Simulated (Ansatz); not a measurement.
# LuBi (Fm-3m): Grüneisen parameters, part 2 of 2

Wanted: mode Grüneisen parameters of LuBi (Fm-3m).

Ansatz 0.2.0; DFT PBEsol, scalar-relativistic, plane waves, PAW; PAW set soft_1.

So far, highest frequency on the path or at a solved wavevector (cm⁻¹): step 2 (phonons on a q mesh) 129; step 4 (phonons at the other volume, volume ratio 0.97) 137.

### 5. Relaxing at another volume, volume ratio 1.03

The volume is scaled by 1.03 and held; symmetry leaves nothing to relax, so this is a single point. The modes can then be followed against volume.

input.yaml

```yaml
crystal:
  lattice:
    - [0.0, 3.0972872373, 3.0972872373]
    - [3.0972872373, 0.0, 3.0972872373]
    - [3.0972872373, 3.0972872373, 0.0]
  atoms:
    - { symbol: Lu, position: [0.5, 0.5, 0.5] }
    - { symbol: Bi, position: [0.0, 0.0, 0.0] }
kpoints:
  mp_grid: { grid: [12, 12, 12] }
hamiltonian:
  xc: pbesol
  pseudopotentials: { kind: paw, azcp: { folder: soft_1 }, xc_functional: pbe }
scf:
  occupations: { method: methfessel_paxton, width: 0.2 }
output:
  forces: true
  stress: true
  eigenvalues: true
  write_density: true
  write_potential: true
  elf: true
  volumetric_format: npy
```

Run with:

```bash
> ansatz run input.yaml --threads 4 --pin off --max-ram 10240MiB --backend cpu --events-out ev --progress --plain --runs-dir out
```

Numbers of over 12 decimals in the logs are rounded to 6 here.

What it wrote:

```text
[...]
Crystal: 2 atoms, lattice volume = 59.426 Å³
Basis set: ecut = 420 eV, 1211 PW (Γ), exchange–correlation on 60×60×60 points (8 copies of the dense FFT grid, shifted against one another)
Bands: 24, of which v1, the nominal top of the filled ones, is band 20 counted from 1 (19 counted from 0)
Symmetry: 48 space group operations
[...]
k-points: 72 of 1728
[...]
--- Band table (eV; the first three rows and the last of 72) ---
  k-point 0: bands = [... 16 lower, 7.0564, 13.5516, 13.5516, 13.5516, 13.8010, 13.8010, 13.8010, 14.6061]
  k-point 1: bands = [... 16 lower, 7.0565, 12.3612, 12.9722, 12.9722, 13.9750, 13.9766, 13.9766, 15.1946]
  k-point 2: bands = [... 16 lower, 7.0566, 10.9786, 12.2515, 12.2515, 14.0020, 14.2046, 14.2046, 16.2090]
  k-point 71: bands = [... 16 lower, 7.0630, 9.8717, 9.8717, 9.9135, 14.8434, 14.9909, 14.9909, 16.2373]
[key lines of the parts left out:]
SCF converged after 8 iterations
Free energy (F): -26858.072191 eV
Fermi energy:    12.636656 eV
P = ⅓ Tr σ = -1.7021 GPa (-17.021 kbar)
```

Elapsed: 2.4 s, on 4 threads of Arm Neoverse V1, shared host; peak memory 0.42 GiB; 8.4 s of CPU time.

This step gave:

```
pressure        : -1.702 GPa
volume per atom : 29.71 Å³
```

The run ends at a pressure of -1.70 GPa.

### 6. Phonons at the other volume, volume ratio 1.03

The phonons are repeated at this volume on the same k and q meshes.

input.yaml, the sections that differ from step 5:

```yaml
output:
  eigenvalues: true
phonons:
  method: dfpt
  qmesh: [4, 4, 4]
  temperatures: { t_max: 1000, t_step: 50 }
  qpath:
    path:
      - [[0.0, 0.0, 0.0], [0.5, 0.0, 0.5], [0.625, 0.25, 0.625]]
      - [[0.375, 0.375, 0.75], [0.0, 0.0, 0.0], [0.5, 0.5, 0.5], [0.5, 0.25, 0.75], [0.5, 0.0, 0.5]]
    npoints: 10
# crystal, kpoints, hamiltonian, scf: as in step 5
```

What it wrote:

```text
[...]
Crystal: 2 atoms, lattice volume = 59.426 Å³
Basis set: ecut = 420 eV, 1211 PW (Γ), exchange–correlation on 60×60×60 points (8 copies of the dense FFT grid, shifted against one another)
Bands: 24, of which v1, the nominal top of the filled ones, is band 20 counted from 1 (19 counted from 0)
Symmetry: 48 space group operations
k-points: 72 of 1728
[...]
k-point 71: bands = [... 16 lower, 7.0631, 9.8716, 9.8716, 9.9135, 14.8435, 14.9910, 14.9910, 16.2374]
[...]
ASR residual: 6.314e-5 → 0.000e0 eV/Å²; symmetrization residual: 6.765e-6 eV/Å²
  ASR residual per site (eV/Å²): 6.31e-5 4.82e-6
  Γ frequencies (cm⁻¹): 0.00 0.00 0.00 111.99 111.99 111.99
--- Phonons (arbitrary-q DFPT): 8 irreducible q on the 4×4×4 mesh ---
[...]
interpolated dispersion: 62 rows × 6 modes
[...]
[key lines of the parts left out:]
SCF converged after 11 iterations
Free energy (F): -26858.072191 eV
Fermi energy:    12.636692 eV
```

It took 9.4 min on 4 threads; peak memory 5.7 GiB; 37 min of CPU time.

Numbers from this step:

```
sum-rule residual before enforcement                    : 6.31e-5 eV/Å²
highest frequency on the path or at a solved wavevector : 124.9 cm⁻¹
mean frequency                                          : 83.7 cm⁻¹
Debye temperature (second moment)                       : 164 K
logarithmic mean frequency                              : 77.6 cm⁻¹
highest optical mode at the zone centre (no LO-TO term) : 112.0 cm⁻¹
lowest optical zone-centre mode                         : 112.0 cm⁻¹
lowest mode on the q mesh (acoustic modes at Γ apart)   : 29.38 cm⁻¹
zero-point energy per atom                              : 15.56 meV
heat capacity at 300 K                                  : 24.57 J/(mol atoms K)
vibrational entropy at 300 K                            : 49.79 J/(mol atoms K)
```

The highest optical mode at the zone centre (no LO-TO term) is 112.0 cm⁻¹, -6.8 cm⁻¹ against the base run.

### 7. Grüneisen parameters

The Grüneisen parameter of a mode is minus the logarithmic change of its frequency with volume, −d ln ω / d ln V; weighted by heat capacity it gives the expansion.

Numbers from this step:

```
bulk modulus : 61.2 GPa
```

Phonon branches along the path, in cm⁻¹:

```tsv
point	branch 1	branch 2	branch 3	branch 4	branch 5	branch 6
Γ	0	0	0	119	119	119
halfway	29	29	89	100	121	121
X	38	38	38	117	117	129
halfway	39	45	49	115	120	128
U	40	60	69	109	122	128
jump to K	40	60	69	109	122	128
halfway	34	65	80	101	118	123
Γ	0	0	0	119	119	119
halfway	48	48	65	110	110	128
L	81	81	90	90	104	121
halfway	61	64	94	95	118	122
W	41	41	97	98	126	126
halfway	39	40	64	114	121	128
X	38	38	38	117	117	129
```

The same for volume x 0.97:

```tsv
point	branch 1	branch 2	branch 3	branch 4	branch 5	branch 6
Γ	0	0	0	126	126	126
X	37	39	39	125	125	137
U	39	63	71	116	129	136
K	39	63	71	116	129	136
Γ	0	0	0	126	126	126
L	87	87	95	95	109	125
W	40	40	102	102	134	134
X	37	39	39	125	125	137
```

The same for volume x 1.03:

```tsv
point	branch 1	branch 2	branch 3	branch 4	branch 5	branch 6
Γ	0	0	0	112	112	112
X	38	38	39	110	110	121
U	40	57	67	102	115	120
K	40	57	67	102	115	120
Γ	0	0	0	112	112	112
L	76	76	86	86	100	117
W	41	41	92	93	118	118
X	38	38	39	110	110	121
```

The first set of phonon branches as a text plot (rows in cm⁻¹):

```
    134 |
    128 |           *********              *****         ********
    123 |   ***** **    ***  ********    **     *********  ***
    117 |***     *******   *    *   *******          **       ***
    111 |   *    *      *** *  *  **       **       *       **
    106 |    ** *          * **  *           **  ***
    100 |      *             ** *              **        ***
     94 |                   ****               **  *********
     88 |      **                                **
     83 |                  * ** *             *  **
     77 |    **             *  *             *  * ***       *
     71 |        *        **                   *    **       *
     66 |                *      **          * *      **
     60 |   *     **      *                           **
     54 |               **       ***       * *         **     *
     49 |              **                   *           *
     43 |           * **          **      *              ****  *
     37 |  *      **************    *      *                 ****
     31 |      ***              **        *
     26 |    **                   ***    *
     20 | * *                        *   *
     14 |  *                        **  *
      9 | *                          *  *
      3 |*                            **
         Γ           X  U|K            Γ         L        W     X
```

Mode Grueneisen parameter -dln(w)/dln(V), modes matched by rank; at Γ the acoustic branches take the value of a neighbouring point of the path. The mode Grüneisen parameters at the labelled points ():

```tsv
point	branch 1	branch 2	branch 3	branch 4	branch 5	branch 6
Γ	-0.20	-0.20	2.05	1.96	1.96	1.96
halfway	0.00	0.00	2.17	1.13	1.98	1.98
X	-0.45	0.44	-0.04	2.11	2.11	2.06
halfway	-0.74	0.92	0.75	2.09	2.01	2.06
U	-0.38	1.47	1.06	2.05	1.83	2.06
jump to K	-0.38	1.47	1.06	2.05	1.83	2.06
halfway	-0.30	2.35	1.60	1.87	1.22	1.94
Γ	-0.37	2.11	1.35	1.96	1.96	1.96
halfway	1.96	1.96	1.21	1.96	1.96	1.21
L	2.32	2.32	1.66	1.66	1.32	1.20
halfway	1.32	1.24	1.83	1.61	1.88	1.82
W	-0.16	-0.16	1.83	1.57	2.05	2.05
halfway	-0.34	-0.13	1.35	1.95	2.07	2.05
X	-0.45	0.44	-0.04	2.11	2.11	2.06
```

The mode Grüneisen parameters as a text plot (rows in , shown from -0.7 to 2.3 only):

```
   2.27 |                         ***            **
   2.14 |   ****  ******             ***        * *            **
   2.02 |***   *****************  ********* ****   *    *********
   1.89 | ***** *       *** *   ******  **** ***   * ****** **
   1.77 |  *               **  *        **      * *****    *
   1.64 |                  * *****  *            *  *****  *
   1.51 |   *             *  **  ***      *        ***   ** *
   1.39 |                *   **     ****   *      **         *
   1.26 |    **             *  **           *******   *
   1.14 |      **       *  *            **** *****            *
   1.01 |                **                            *
   0.89 |        *     **                              *
   0.76 |              *                                       *
   0.64 |                                               *
   0.51 |         **  *                                         *
   0.39 |           **
   0.26 |         **
   0.14 |        *
   0.01 |      **    *                                   *      *
  -0.11 |  ****                                           ******
  -0.24 |**         *      **** * ***                      **
  -0.36 |                 *    * *   ***                     *
  -0.49 |            *   *                                    ***
  -0.61 |               *
         Γ           X  U|K            Γ         L        W     X
```

(dS/dlnV)/C_V. Thermodynamic Grueneisen parameter against temperature:

```tsv
temperature (K)	thermodynamic Grueneisen parameter
50	1.34
100	1.45
150	1.47
200	1.48
250	1.48
300	1.48
350	1.49
400	1.49
450	1.49
500	1.49
550	1.49
600	1.49
650	1.49
700	1.49
750	1.49
800	1.49
850	1.49
900	1.49
950	1.49
1000	1.49
```

Gamma C_V/(B V) at the static volume. Volume expansion against temperature:

```tsv
temperature (K)	volume expansion (1e-6/K)
50	19.0
100	29.5
150	32.3
200	33.4
250	34.0
300	34.2
350	34.4
400	34.5
450	34.6
500	34.7
550	34.7
600	34.7
650	34.8
700	34.8
750	34.8
800	34.8
850	34.8
900	34.8
950	34.8
1000	34.9
```

### 8. Outcome

| Item | Value |
| --- | --- |
| bulk modulus | 61.2 GPa |
| thermodynamic Grüneisen parameter at 300 K | 1.484 |
| volume expansion at 300 K, estimated | 34.24 × 10⁻⁶ K⁻¹ |

By this estimate the volume grows by 34.2 × 10⁻⁶ per kelvin at 300 K. The highest optical mode at Γ goes from 126 to 112 cm⁻¹ as the cell grows, a Grüneisen parameter of 1.97. Mode parameters on the path run from -0.88 to 2.4, with a median of 1.8. Modes with negative values stiffen as the cell grows and pull against the expansion. Branches are matched by rank, so values near crossings are rough. The expansion is the Grüneisen estimate at the static volume, with the static bulk modulus. With no gap, or one that is small against the smearing, the frequencies hang on the k mesh and the smearing, most of all near Kohn anomalies. Spin-orbit coupling is left out, which can matter for the heavy elements here. The PAW files were made for PBE and serve the other functionals too. A phonon run warned that its eigensolver left some bands unconverged in a pass.

[Logs are printed without paths, hosts, clocks, repeated set-up lines and the standing remarks that a program may print on its own settings, such as how far it seeks lower states.]

[Hosts, paths, dates, database ids (printed as entryN), source tags and the programs' standing remarks are cut or masked in the printed files.]
